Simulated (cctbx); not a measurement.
**Which space group?**

Cell: a = 3.5860 Å, b = 3.5860 Å, c = 3.6510 Å, α = 90.00°, β = 90.00°, γ = 120.00°. Expected content of the cell: Ga1 Ti1 Be1.

Simulated single-crystal data (cctbx): Mo Kα, λ = 0.71073 Å, to d = 0.6 Å, 80 % of the full sphere, strongest reflection 5000 counts, noise from counting, a 3 % proportional error and a noise floor of 8 counts (s.d.); no absorption.

A first pass over the reflections prints:

```text
615 reflections to d = 0.609 A
centring   violations  <I/sigma> of those
    A        294 of   301     14.3
    B        301 of   311     13.9
    C        307 of   318     13.9
    I        287 of   297     14.1
    R        401 of   420     14.4
    F        451 of   465     14.0
Laue class    unique    Rint  (classes that these axes allow; Friedel mates merged)
P -1              364   0.036
P 1 1 2/m         215   0.039
P -3              131   0.042
P -3 1 m           81   0.043
P -3 m 1           90   0.042
P 6/m              76   0.043
P 6/m m m          58   0.043
space group    extra absences  I>4sigma  <I/sigma>
P 6 2 2                 0          0         -  acentric
P 6 m m                 0          0         -  acentric
P -6 m 2                0          0         -  acentric
P -6 2 m                0          0         -  acentric
P 6/m m m               0          0         -  centric
Wilson B = 1.28 A^2   <|E^2-1|> = 0.565 (0.968 centric, 0.736 acentric)   E^2>4: 0.0 %
shell (A)         n   <I/sigma>
 3.65 - 0.96     19     51.0
 0.96 - 0.77     15     44.9
 0.77 - 0.67     12     32.8
 0.67 - 0.61     12     26.7
```

Q: Read the symmetry from these tables.

Every centring test has many violations, so the lattice is primitive.

Rint stays low (0.036 to 0.043) up to P 6/m m m, the highest class in these axes.

5 settings pass the absence test. No glide or screw absences show, which leaves P 6 2 2, P 6 m m, P -6 m 2, P -6 2 m and P 6/m m m.

⟨|E²−1|⟩ = 0.565 leans to a non-centrosymmetric structure, or to twinning, which lowers it. The Wilson B of 1.28 Å² means U ≈ 0.0162 Å².

The true group is P-6m2 (no. 187), Laue class 6/mmm, non-centrosymmetric. The tables only narrow the choice to the tied entries; cell content, site symmetry and trial solutions must settle it.

The model is made up (kin elements in a known structure type, no relaxation), so it says nothing on whether the phase exists.

[Logs are printed without paths, hosts, clocks, repeated set-up lines and the standing remarks that a program may print on its own settings, such as how far it seeks lower states.]
